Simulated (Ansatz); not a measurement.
# Decaying states in the gap of CdH2SeO

Aim: relax a made-up compound, CdH2SeO, and see how good a tunnel barrier it would be. It is built by putting Se for part of the O in the CdH2O2 structure of space group P1, with the volume rescaled by atomic radii. The parent structure comes from the Materials Project.

Method: PBEsol DFT, plane waves, PAW files, in the first sound run; inputs show where later runs differ, in Ansatz 0.2.0.

The structure was built from a prototype and need not be the compound's stable phase.

### Step 1. The structure

The cell holds 10 atoms: 2 Cd, 4 H, 2 Se and 2 O. Its edges and angles: a = 3.751 Å, b = 6.230 Å, c = 6.613 Å, α = 117.5°, β = 105.8°, γ = 91.2°. It derives from CdH2O2. Se for part of the O in the CdH2O2 structure of space group P1.

### Step 2. Cell and atoms at rest

The substituted atoms don't fit the parent's cell, so cell and atoms relax together. A small smearing keeps the run stable in case the gap closes on the way.

The input, input.yaml:

```yaml
crystal:
  lattice:
    - [3.7512625738, 0.0, 0.0]
    - [-0.1318475126, 6.2283171908, 0.0]
    - [-1.7966178313, -3.087425231, 5.5647810341]
  atoms:
    - { symbol: Cd, position: [0.1715318, 0.15317279, 0.31448616] }
    - { symbol: Cd, position: [0.86394922, 0.84254108, 0.69889994] }
    - { symbol: H, position: [0.52710469, 0.72146226, 0.01288351] }
    - { symbol: H, position: [0.35882396, 0.32026176, 0.00175026] }
    - { symbol: H, position: [0.88324759, 0.37538458, 0.72971879] }
    - { symbol: H, position: [0.16204356, 0.65266803, 0.28255553] }
    - { symbol: Se, position: [0.5285863, 0.88884114, 0.00802117] }
    - { symbol: O, position: [0.07731351, 0.31117879, 0.00394816] }
    - { symbol: O, position: [0.80081432, 0.39603256, 0.57127453] }
    - { symbol: Se, position: [0.23739505, 0.83033701, 0.44070695] }
kpoints:
  mp_grid: { grid: [6, 4, 4] }
scf:
  occupations: { method: gaussian, width: 0.03 }
hamiltonian:
  xc: pbesol
output:
  forces: true
  stress: true
relax:
  f_tol: 0.02
  max_steps: 60
  cell: {}
```

Launch:

```console
> ansatz run input.yaml --threads 2 --pin off --max-ram 4096MiB --backend cpu --events-out ev --progress --plain --runs-dir out
```

Numbers of over 12 decimals in the logs are rounded to 6 here.

What it wrote:

```text
Engine: ansatz 0.2.0, x86_64-unknown-linux-gnu
Pseudopotentials: kind: paw
Pseudopotential: Cd, paw, valence charge 20, recommended cutoff 420 eV (normal), Cd.paw.azcp
Pseudopotential: H, paw, valence charge 1, recommended cutoff 420 eV (normal), H.paw.azcp
Pseudopotential: Se, paw, valence charge 16, recommended cutoff 420 eV (normal), Se.paw.azcp
Pseudopotential: O, paw, valence charge 6, recommended cutoff 420 eV (normal), O.paw.azcp
Functional definition: PBEsol
  exchange = pbesol_x
  correlation = pbesol_c
Crystal: 10 atoms, lattice volume = 130.016 Å³
Basis set: ecut = 420 eV, 2539 PW (Γ), exchange–correlation on 54×90×90 points (8 copies of the dense FFT grid, shifted against one another)
Bands: 54, of which v1, the nominal top of the filled ones, is band 44 counted from 1 (43 counted from 0)
Symmetry: 1 space group operations
Space group: P1 (ITA 1), of the structure as read, at distance tolerance 5.1e-5 Å
k-points: 52 of 96 (time reversal used)
Non-local potential: Cd, projectors of the file, l = 0: 3, l = 1: 2, l = 2: 2, l = 3: 1
Non-local potential: H, projectors of the file, l = 0: 2, l = 1: 1
Non-local potential: Se, projectors of the file, l = 0: 2, l = 1: 2, l = 2: 3, l = 3: 1
Non-local potential: O, projectors of the file, l = 0: 2, l = 1: 2, l = 2: 1
PAW form: soft (Blöchl's): semilocal exchange-correlation on the pseudo side does not see the compensation charge
PAW frozen core: Cd, regenerated for the run's functional, and the local potential with it (the file was generated under x = pbe(κ = 0.804, μ = 0.219515), c = pbe(β = 0.066725))
PAW frozen core: Se, regenerated for the run's functional, and the local potential with it (the file was generated under x = pbe(κ = 0.804, μ = 0.219515), c = pbe(β = 0.066725))
PAW frozen core: O, regenerated for the run's functional, and the local potential with it (the file was generated under x = pbe(κ = 0.804, μ = 0.219515), c = pbe(β = 0.066725))
PAW one-centre angular grid: Cd, 590 points (default); XC on 64 Gauss nodes
PAW one-centre angular grid: H, 110 points (default); XC on 64 Gauss nodes
PAW one-centre angular grid: Se, 590 points (default); XC on 64 Gauss nodes
PAW one-centre angular grid: O, 110 points (default); XC on 64 Gauss nodes
Initial density: superposition of atomic densities (neutral atoms: chi_scale 0, normalization atom), corrected by the library's trained network
Initial wavefunctions: pseudopotential atomic-orbital guess
Functional: x = pbesol(κ = 0.804, μ = 0.123457), c = pbesol(β = 0.046)
SCF iter   1: F=—  HF=-28392.633951 eV  |F-HF|=—  |Δ(HF+E_count)|=         —  Δρ=1.16e-2  dr2=1.63e-1  ethr=1.77e-3  ⟨swp⟩=6.2  Hψ=11222  notcnv=0  defer=7
preconditioner: auto → Resta (q_TF=auto, 2.556 Å⁻¹)  ε∞=4.2  [insulator: Δε(μ)=1.213 eV  Ē_g=13.230 eV  σ=0.030 eV  W_gap=1.00  n_scr=38 (ndim 8)  ℏωp=23.5 eV  f_vac=0.126  D(μ)=0.00/eV (n_scr^D=0)  ε∞_Penn≈4.2]
SCF iter   2: F=—  HF=-28392.602872 eV  |F-HF|=—  |Δ(HF+E_count)|=   3.11e-2  Δρ=4.62e-3  dr2=2.07e-2  ethr=1.85e-4  ⟨swp⟩=2.1  Hψ=4940  notcnv=0  defer=214
SCF iter   3: F=—  HF=-28392.600006 eV  |F-HF|=—  |Δ(HF+E_count)|=   2.87e-3  Δρ=1.84e-3  dr2=6.05e-3  ethr=2.35e-5  ⟨swp⟩=2.0  Hψ=4250  notcnv=0  defer=214
SCF iter   4: F=—  HF=-28392.599784 eV  |F-HF|=—  |Δ(HF+E_count)|=   2.21e-4  Δρ=1.01e-3  dr2=1.71e-3  ethr=6.87e-6  ⟨swp⟩=2.0  Hψ=3377  notcnv=0  defer=214
SCF iter   5: F=—  HF=-28392.599590 eV  |F-HF|=—  |Δ(HF+E_count)|=   1.94e-4  Δρ=3.24e-4  dr2=2.78e-4  ethr=1.94e-6  ⟨swp⟩=2.1  Hψ=3940  notcnv=0  defer=214
SCF iter   6: F=—  HF=-28392.599589 eV  |F-HF|=—  |Δ(HF+E_count)|=   1.45e-6  Δρ=1.90e-4  dr2=5.30e-5  ethr=3.16e-7  ⟨swp⟩=2.0  Hψ=3941  notcnv=0  defer=214
SCF iter   7: F=—  HF=-28392.599604 eV  |F-HF|=—  |Δ(HF+E_count)|=   1.50e-5  Δρ=4.45e-5  dr2=2.72e-6  ethr=6.02e-8  ⟨swp⟩=2.0  Hψ=3948  notcnv=0  defer=214
SCF iter   8: F=—  HF=-28392.599608 eV  |F-HF|=—  |Δ(HF+E_count)|=   4.18e-6  Δρ=1.28e-5  dr2=2.69e-7  ethr=3.09e-9  ⟨swp⟩=2.0  Hψ=4376  notcnv=0  defer=214
SCF iter   9: F=-28392.599608 eV  HF=-28392.599608 eV  |F-HF|=3.09e-8  |Δ(HF+E_count)|=   3.30e-7  Δρ=4.60e-6  dr2=3.29e-8  ethr=1.14e-10  ⟨swp⟩=5.0  Hψ=9713  notcnv=0
SCF 1 converged in 9 iterations: F = -28392.599608 eV  dr2 = 3.29e-8
  greatest PAW one-centre occupation: 1.000 electrons in one spin orbital (limit 2), on the Cd atom at site 1 (counted from 0), in its partial waves of l = 0
relax step   1: F+E_penalty+E_count = -28392.59960834 eV  Δ(F+E_penalty+E_count) = +0.000e0 eV  max|allowed force component| = 2.540e1 eV/Å  Δτ_max = 0.0000 Å  P = +25.832 GPa  Ω = 130.016 Å³  (9 SCF iters, dr2 threshold 1.00e-7 eV, accepted)
Crystal: 10 atoms, lattice volume = 137.725 Å³
Basis set: ecut = 420 eV, 2707 PW (Γ), exchange–correlation on 54×90×90 points (8 copies of the dense FFT grid, shifted against one another)
Initial density: handed on by an earlier stage of this run
Initial wavefunctions: those handed on with the density
iter 1 solved again at ethr=8.48e-4 eV; its pass at ethr=3.10e-3 eV (dr2=7.46e-1 eV) is discarded
SCF iter   1: F=—  HF=-28399.759492 eV  |F-HF|=—  |Δ(HF+E_count)|=         —  Δρ=2.88e-2  dr2=7.60e-1  ethr=8.48e-4  ⟨swp⟩=1.5  Hψ=12999  notcnv=0
preconditioner: auto → Resta (q_TF=auto, 2.532 Å⁻¹)  ε∞=4.1  [insulator: Δε(μ)=0.422 eV  Ē_g=12.901 eV  σ=0.030 eV  W_gap=1.00  n_scr=38 (ndim 8)  ℏωp=22.8 eV  f_vac=0.140  D(μ)=0.00/eV (n_scr^D=0)  ε∞_Penn≈4.1]
SCF iter   2: F=—  HF=-28399.583384 eV  |F-HF|=—  |Δ(HF+E_count)|=   1.76e-1  Δρ=1.36e-2  dr2=1.42e-1  ethr=8.48e-4  ⟨swp⟩=2.2  Hψ=4397  notcnv=0
SCF iter   3: F=—  HF=-28399.561444 eV  |F-HF|=—  |Δ(HF+E_count)|=   2.19e-2  Δρ=5.64e-3  dr2=3.44e-2  ethr=1.61e-4  ⟨swp⟩=2.8  Hψ=5003  notcnv=0  defer=197
SCF iter   4: F=—  HF=-28399.554556 eV  |F-HF|=—  |Δ(HF+E_count)|=   6.89e-3  Δρ=1.42e-3  dr2=2.84e-3  ethr=3.91e-5  ⟨swp⟩=2.2  Hψ=4852  notcnv=0  defer=233
SCF iter   5: F=—  HF=-28399.554583 eV  |F-HF|=—  |Δ(HF+E_count)|=   2.75e-5  Δρ=4.48e-4  dr2=4.01e-4  ethr=3.22e-6  ⟨swp⟩=2.0  Hψ=3873  notcnv=0  defer=233
SCF iter   6: F=—  HF=-28399.554598 eV  |F-HF|=—  |Δ(HF+E_count)|=   1.48e-5  Δρ=2.30e-4  dr2=9.82e-5  ethr=4.56e-7  ⟨swp⟩=2.2  Hψ=4468  notcnv=0  defer=233
SCF iter   7: F=—  HF=-28399.554647 eV  |F-HF|=—  |Δ(HF+E_count)|=   4.93e-5  Δρ=1.90e-4  dr2=4.72e-5  ethr=1.12e-7  ⟨swp⟩=2.0  Hψ=3934  notcnv=0  defer=233
SCF iter   8: F=—  HF=-28399.554646 eV  |F-HF|=—  |Δ(HF+E_count)|=   1.30e-6  Δρ=3.00e-5  dr2=1.68e-6  ethr=5.37e-8  ⟨swp⟩=2.0  Hψ=3917  notcnv=0  defer=233
[...]
relax step  36: F+E_penalty+E_count = -28402.59134754 eV  Δ(F+E_penalty+E_count) = -4.869e-4 eV  max|allowed force component| = 3.874e-2 eV/Å  Δτ_max = 0.0142 Å  P = -0.001 GPa  Ω = 156.152 Å³  energy of the carried Pulay correction = -1.131e-2 eV  (7 SCF iters, dr2 threshold 1.86e-7 eV, accepted)
relax step  37: F+E_penalty+E_count = -28402.59214397 eV  Δ(F+E_penalty+E_count) = -7.964e-4 eV  max|allowed force component| = 1.983e-2 eV/Å  Δτ_max = 0.0144 Å  P = +0.037 GPa  Ω = 155.973 Å³  energy of the carried Pulay correction = -1.093e-2 eV  (7 SCF iters, dr2 threshold 9.38e-8 eV, accepted)
relax step  38: F+E_penalty+E_count = -28402.59230256 eV  Δ(F+E_penalty+E_count) = -1.586e-4 eV  max|allowed force component| = 1.891e-2 eV/Å  Δτ_max = 0.0096 Å  P = -0.009 GPa  Ω = 155.998 Å³  energy of the carried Pulay correction = -1.098e-2 eV  (7 SCF iters, dr2 threshold 1.10e-8 eV, accepted)
relax step  39: F+E_penalty+E_count = -28402.61424727 eV  Δ(F+E_penalty+E_count) = -2.194e-2 eV  max|allowed force component| = 1.761e-2 eV/Å  Δτ_max = 0.0000 Å  P = +0.076 GPa  Ω = 155.998 Å³  stress off target by 3.51e-1 GPa  SCF on the basis re-selected at this cell (its energy is not comparable with the rows above)  (9 SCF iters)
relax step  40: F+E_penalty+E_count = -28402.61658159 eV  Δ(F+E_penalty+E_count) = -2.334e-3 eV  max|allowed force component| = 2.732e-2 eV/Å  Δτ_max = 0.0266 Å  P = +0.024 GPa  Ω = 156.344 Å³  energy of the carried Pulay correction = -5.844e-4 eV  (7 SCF iters, dr2 threshold 3.08e-7 eV, accepted)
relax step  41: F+E_penalty+E_count = -28402.61568725 eV  Δ(F+E_penalty+E_count) = +8.943e-4 eV  max|allowed force component| = 3.902e-2 eV/Å  Δτ_max = 0.0450 Å  P = -0.015 GPa  Ω = 156.661 Å³  energy of the carried Pulay correction = -1.106e-3 eV  (8 SCF iters, dr2 threshold 4.67e-8 eV, rejected (line search))
relax step  42: F+E_penalty+E_count = -28402.61718047 eV  Δ(F+E_penalty+E_count) = -5.989e-4 eV  max|allowed force component| = 1.101e-2 eV/Å  Δτ_max = 0.0218 Å  P = +0.013 GPa  Ω = 156.451 Å³  energy of the carried Pulay correction = -7.716e-4 eV  (10 SCF iters, accepted)
relax step  43: F+E_penalty+E_count = -28402.61851035 eV  Δ(F+E_penalty+E_count) = -1.330e-3 eV  max|allowed force component| = 1.102e-2 eV/Å  Δτ_max = 0.0000 Å  P = +0.018 GPa  Ω = 156.451 Å³  stress off target by 7.86e-2 GPa  SCF on the basis re-selected at this cell (its energy is not comparable with the rows above)  (7 SCF iters)
relax step  44: F+E_penalty+E_count = -28402.61861203 eV  Δ(F+E_penalty+E_count) = -1.017e-4 eV  max|allowed force component| = 4.559e-3 eV/Å  Δτ_max = 0.0094 Å  P = -0.006 GPa  Ω = 156.537 Å³  energy of the carried Pulay correction = -1.594e-4 eV  (7 SCF iters, dr2 threshold 1.55e-8 eV, accepted)
relax step  45: F+E_penalty+E_count = -28402.61858869 eV  Δ(F+E_penalty+E_count) = +2.334e-5 eV  max|allowed force component| = 4.874e-3 eV/Å  Δτ_max = 0.0048 Å  P = -0.004 GPa  Ω = 156.566 Å³  energy of the carried Pulay correction = -2.096e-4 eV  (8 SCF iters, accepted)
iter 1 solved again at ethr=1.65e-7 eV; its pass at ethr=3.10e-3 eV (dr2=1.45e-4 eV) is discarded
SCF iter   1: F=—  HF=-28402.618391 eV  |F-HF|=—  |Δ(HF+E_count)|=         —  Δρ=1.09e-4  dr2=4.79e-7  ethr=1.65e-7  ⟨swp⟩=4.0  Hψ=17997  notcnv=0
preconditioner: auto → Resta (q_TF=auto, 2.479 Å⁻¹)  ε∞=3.8  [insulator: Δε(μ)=1.206 eV  Ē_g=12.784 eV  σ=0.030 eV  W_gap=1.00  n_scr=40 (ndim 8)  ℏωp=21.4 eV  f_vac=0.169  D(μ)=0.00/eV (n_scr^D=0)  ε∞_Penn≈3.8]
SCF iter   2: F=—  HF=-28402.618704 eV  |F-HF|=—  |Δ(HF+E_count)|=   3.13e-4  Δρ=5.53e-5  dr2=1.22e-7  ethr=5.44e-10  ⟨swp⟩=2.8  Hψ=4263  notcnv=0
SCF iter   3: F=—  HF=-28402.618795 eV  |F-HF|=—  |Δ(HF+E_count)|=   9.16e-5  Δρ=4.48e-6  dr2=1.73e-8  ethr=1.38e-10  ⟨swp⟩=2.0  Hψ=4161  notcnv=0
SCF iter   4: F=—  HF=-28402.618796 eV  |F-HF|=—  |Δ(HF+E_count)|=   1.56e-7  Δρ=5.83e-7  dr2=2.99e-10  ethr=1.96e-11  ⟨swp⟩=2.0  Hψ=4150  notcnv=0
SCF iter   5: F=-28402.618796 eV  HF=-28402.618796 eV  |F-HF|=9.82e-11  |Δ(HF+E_count)|=   2.68e-9  Δρ=2.19e-7  dr2=7.41e-11  ethr=1.00e-12  ⟨swp⟩=5.0  Hψ=9756  notcnv=0
SCF 46 converged in 5 iterations: F = -28402.618796 eV  dr2 = 7.41e-11
relax step  46: F+E_penalty+E_count = -28402.61879566 eV  Δ(F+E_penalty+E_count) = -2.070e-4 eV  max|allowed force component| = 4.721e-3 eV/Å  Δτ_max = 0.0000 Å  P = -0.004 GPa  Ω = 156.566 Å³  stress off target by 2.12e-2 GPa  SCF on the basis re-selected at this cell (its energy is not comparable with the rows above)  (5 SCF iters)
basis re-selected at this cell: Δ(F+E_penalty+E_count) = -2.070e-4 eV, ΔP = +0.000 GPa vs the last step (what re-selecting the basis moved, of the pressure what is left beyond the Pulay correction that the steps carried, after the strain that the cell walked since its last selection, with what the two solves' SCF thresholds leave and, on support functions, any second-order correction that the steps lacked; it is no m [...]
SCF converged after 5 iterations
Free energy (F): -28402.618796 eV
Harris-Foulkes:  -28402.618796 eV  (|F-HF|=9.82e-11)
Internal energy: -28402.618796 eV  (E = F + TS)
E sigma→0 (E₀):  -28402.618796 eV
Fermi energy:    5.913014 eV
--- Per-component energies (eV) ---
  E_band       = -1961.996628
  E_kinetic    = 1648.823717
  E_local      = -14645.752322  (includes V_loc(G=0)·N_el)
  E_nonlocal   = -1007.201911
  E_hartree    = 6814.766595
  E_xc         = -735.409381
  E_vxc        = -866.886045  (∫ρ·V_xc dr)
  E_paw        = -12072.207381  (= ΣΔE_a)
  E_vpaw       = -720.512835  (= ΣTr[D̂ρ^β])
  E_aug_tail   = -0.000849  (compensation charges beyond the density's cutoff)
  E_ewald      = -8408.408659
  E_core_change = 2.771396  (= ΣΔE_core)
  E_smearing   = -0.000000  (= −TS)
  E_closure    = 0.000000  (closes the sum)
  Σ components = -28402.618796   (vs F -28402.618796, Δ=0.00e0)
--- Forces (eV/Å), atoms counted from 1 ---
  atom   1  Cd    -0.00186359     0.00186049     0.00083140
  atom   2  Cd    -0.00072180    -0.00081194     0.00127400
  atom   3  H      0.00077189     0.00100183     0.00090517
  atom   4  H      0.00017229     0.00123564     0.00194833
  atom   5  H      0.00051849     0.00074893    -0.00079474
  atom   6  H     -0.00049838     0.00028975     0.00016394
  atom   7  Se    -0.00129490    -0.00022802    -0.00402231
  atom   8  O      0.00133360    -0.00141537    -0.00472063
  atom   9  O      0.00029063    -0.00245998     0.00140379
  atom  10  Se     0.00129118    -0.00022226     0.00300999
  max |Σ_I F_I| component: 1.06e-6 eV/Å
--- Stress (GPa, compression-positive) ---
       -0.001520       0.003524       0.013892
        0.003524      -0.002382       0.010692
        0.013892       0.010692      -0.007617
  P = ⅓ Tr σ = -0.0038 GPa (-0.038 kbar)
--- Relaxed structure (42 steps of the walk, 37 accepted, 4 SCFs on fresh bases) ---
  F+E_penalty+E_count = -28402.61879566 eV   max|allowed force component| = 4.721e-3 eV/Å   (the final SCF, on the basis selected at the relaxed cell)
  cell:  # Å, volume = 156.5658 Å³
    - [4.124215, -0.088293, 0.405283]
    - [-0.291551, 5.863251, 0.019509]
    - [-1.301356, -2.832477, 6.330160]
  atoms:
    - { symbol: Cd, position: [0.101310, 0.204960, 0.337335] }
    - { symbol: Cd, position: [0.696993, 0.803118, 0.671739] }
    - { symbol: H, position: [0.903552, 0.638099, 0.058287] }
    - { symbol: H, position: [0.189266, 0.291544, -0.030179] }
    - { symbol: H, position: [0.642458, 0.328751, 0.580116] }
    - { symbol: H, position: [0.356023, 0.537754, 0.152605] }
    - { symbol: Se, position: [0.686215, 0.831080, 0.058425] }
    - { symbol: O, position: [0.171637, 0.405923, 0.117844] }
    - { symbol: O, position: [0.649366, 0.398833, 0.474180] }
    - { symbol: Se, position: [0.213991, 1.051818, 0.643894] }
```

Run time: 7.2 min. Hardware: 2 threads of Intel Xeon 6975P-C (Granite Rapids), shared host; peak memory 0.68 GiB.

The steps of the relaxation (22 of 46):

```csv
step,energy less that of the first step (eV),largest force component (eV/Å),pressure (GPa),volume (Å³)
1,0.0000,25.4019,25.83,130.02
3,-8.1340,2.4401,1.79,143.31
5,-8.6017,0.5526,-0.12,143.66
7,-8.8840,0.6334,1.17,140.58
10,-9.3011,1.0361,1.26,143.86
12,-9.6571,0.3004,-0.01,148.87
14,-9.7364,0.6108,-0.59,148.19
16,-9.7658,0.2393,-0.13,148.17
18,-9.7859,0.0898,-0.09,147.85
20,-9.7937,0.1313,0.00,148.57
22,-9.7812,0.7716,0.59,147.93
25,-9.8122,0.2284,-0.26,149.54
27,-9.8152,0.2304,-0.25,149.95
29,-9.8169,0.0456,-0.11,150.39
31*,-9.9403,0.0211,0.92,150.20
33,-9.9863,0.0892,-0.01,155.39
35,-9.9913,0.0546,-0.06,156.30
37,-9.9925,0.0198,0.04,155.97
40,-10.0170,0.0273,0.02,156.34
42,-10.0176,0.0110,0.01,156.45
44,-10.0190,0.0046,-0.01,156.54
46*,-10.0192,0.0047,0.00,156.57
```

Relaxation steps marked * repeat the geometry before them on a plane-wave basis chosen anew for their cell, so energy and pressure can jump there. Other such steps can lie between the rows shown. Relaxation steps 15, 21, 22, 29, 41 were tried and not accepted.

```csv
cell as run,before,after,change
a (Å),3.751,4.145,+10.5 %
b (Å),6.230,5.871,-5.8 %
c (Å),6.613,7.056,+6.7 %
α (°),117.45,112.88,-3.9 %
β (°),105.77,95.00,-10.2 %
γ (°),91.21,94.03,+3.1 %
volume (Å³/atom),13.00,15.66,+20.4 %
```

The atoms that moved most (Å, as changes of fractional coordinates times the final cell):

```csv
atom,dx,dy,dz,length
H3,1.518,-0.651,0.438,1.709
Se10,-0.426,0.725,1.281,1.532
H5,-0.785,0.172,-1.046,1.318
H6,1.003,-0.323,-0.746,1.291
O9,-0.499,0.305,-0.676,0.894
Se7,0.601,-0.495,0.382,0.868
O8,0.213,0.225,0.761,0.822
H4,-0.649,-0.063,-0.271,0.707
```

Numbers from this step:

- free energy: -28402.6188 eV
- Fermi energy: 5.913 eV
- pressure: -0.003839 GPa

The largest force component on a free atom ends at 0.0047 eV/Å.

### Step 3. The bulk crystal and its band edges

The energy window and the wavevectors of the next steps follow from the band edges, so these are searched first, off the mesh as well.

The input, input.yaml:

```yaml
crystal:
  lattice:
    - [4.1242145456, -0.0882930072, 0.4052830736]
    - [-0.2915509811, 5.8632514787, 0.0195087225]
    - [-1.301355924, -2.8324767496, 6.3301603482]
  atoms:
    - { symbol: Cd, position: [0.1013097517, 0.2049600923, 0.3373350732] }
    - { symbol: Cd, position: [0.6969925963, 0.8031178232, 0.6717387393] }
    - { symbol: H, position: [0.9035521316, 0.6380994272, 0.0582871629] }
    - { symbol: H, position: [0.1892660838, 0.2915441387, -0.0301790997] }
    - { symbol: H, position: [0.6424576097, 0.3287506823, 0.5801155136] }
    - { symbol: H, position: [0.3560232415, 0.5377538, 0.1526049487] }
    - { symbol: Se, position: [0.6862145768, 0.8310795247, 0.0584245902] }
    - { symbol: O, position: [0.1716365084, 0.40592349, 0.1178443399] }
    - { symbol: O, position: [0.6493660537, 0.3988328717, 0.4741798411] }
    - { symbol: Se, position: [0.2139914463, 1.0518181499, 0.6438938908] }
kpoints:
  mp_grid: { grid: [6, 4, 4] }
  band_path: { path: [VBM, CBM], npoints: 30 }
scf:
  occupations: { method: fixed }
hamiltonian:
  xc: pbesol
output:
  eigenvalues: true
  write_potential: true
  write_density: true
  volumetric_format: npy
```

What it wrote:

```text
[...]
Crystal: 10 atoms, lattice volume = 156.566 Å³
Basis set: ecut = 420 eV, 3041 PW (Γ)
Bands: 54, of which v1, the nominal top of the filled ones, is band 44 counted from 1 (43 counted from 0)
Symmetry: 1 space group operations
[...]
k-points: 52 of 96 (time reversal used)
[...]
SCF iter   1: F=—  HF=-28402.638733 eV  |F-HF|=—  |Δ(HF+E_count)|=         —  Δρ=7.49e-3  dr2=7.53e-2  ethr=1.77e-3  ⟨swp⟩=5.0  Hψ=8671  notcnv=0  defer=409
[...]
SCF iter   8: F=-28402.618875 eV  HF=-28402.618875 eV  |F-HF|=9.58e-8  |Δ(HF+E_count)|=   1.63e-6  Δρ=5.70e-6  dr2=8.08e-8  ethr=1.14e-10  ⟨swp⟩=8.7  Hψ=12205  notcnv=0
SCF 1 converged in 8 iterations: F = -28402.618875 eV  dr2 = 8.08e-8
[...]
NSCF: frozen V_eff on 112 k-points
[...]
SCF converged after 8 iterations
Free energy (F): -28402.618875 eV
[...]
Internal energy: -28402.618875 eV  (E = F + TS)
E sigma→0 (E₀):  -28402.618875 eV
Fermi energy:    5.310042 eV
[...]
--- Band table (eV; the first three rows and the last of 52) ---
  k-point 0: bands = [... 40 lower, 4.3213, 4.6364, 4.9218, 5.3100, 6.5161, 9.1172, 9.9174, 10.8002, ... 6 higher]
  k-point 1: bands = [... 40 lower, 4.0682, 4.5322, 4.8188, 5.2740, 7.2734, 9.0473, 9.5973, 10.6967, ... 6 higher]
  k-point 2: bands = [... 40 lower, 3.9143, 4.4609, 4.8620, 5.2476, 7.9526, 8.8715, 9.8567, 9.9555, ... 6 higher]
  k-point 51: bands = [... 40 lower, 3.6920, 4.4314, 4.4996, 5.0382, 8.4167, 8.7388, 9.5425, 10.2307, ... 6 higher]
```

Wall time 43 s (2 threads); peak memory 0.77 GiB; 85 s of CPU time.

The column dr2 measures how far the density is from self-consistency, as an energy; F and HF (Harris–Foulkes) agree once it is small.

This step gave:

```yaml
free_energy: -28402.6189 eV
fermi_energy: 5.310 eV
gap_on_the_k_mesh: 1.206 eV
gap_on_path: 1.206 eV, by band count; negative where bands overlap
direct_gap_on_path: 1.206 eV
edge_places_on_path: 0, 0 1/A along the path
```

Levels at VBM (eV): -7.67, -7.55, -7.50, -7.41, -7.36, -7.18, -7.12, -7.10, -7.09, -7.03, -5.87, -5.16, -4.54, -4.08, -2.68, -2.26, -1.87, -0.99, -0.67, -0.39, 0.00, 1.21, 3.81, 4.61, 5.49, 6.22, 6.58, 6.94, 7.33, 7.56.

The searched edges give 1.21 eV, as on the mesh.

(Part 1 of 3 ends here.)

[Logs are printed without paths, hosts, clocks, repeated set-up lines and the standing remarks that a program may print on its own settings, such as how far it seeks lower states.]

[Hosts, paths, dates, database ids (printed as entryN), source tags and the programs' standing remarks are cut or masked in the printed files.]
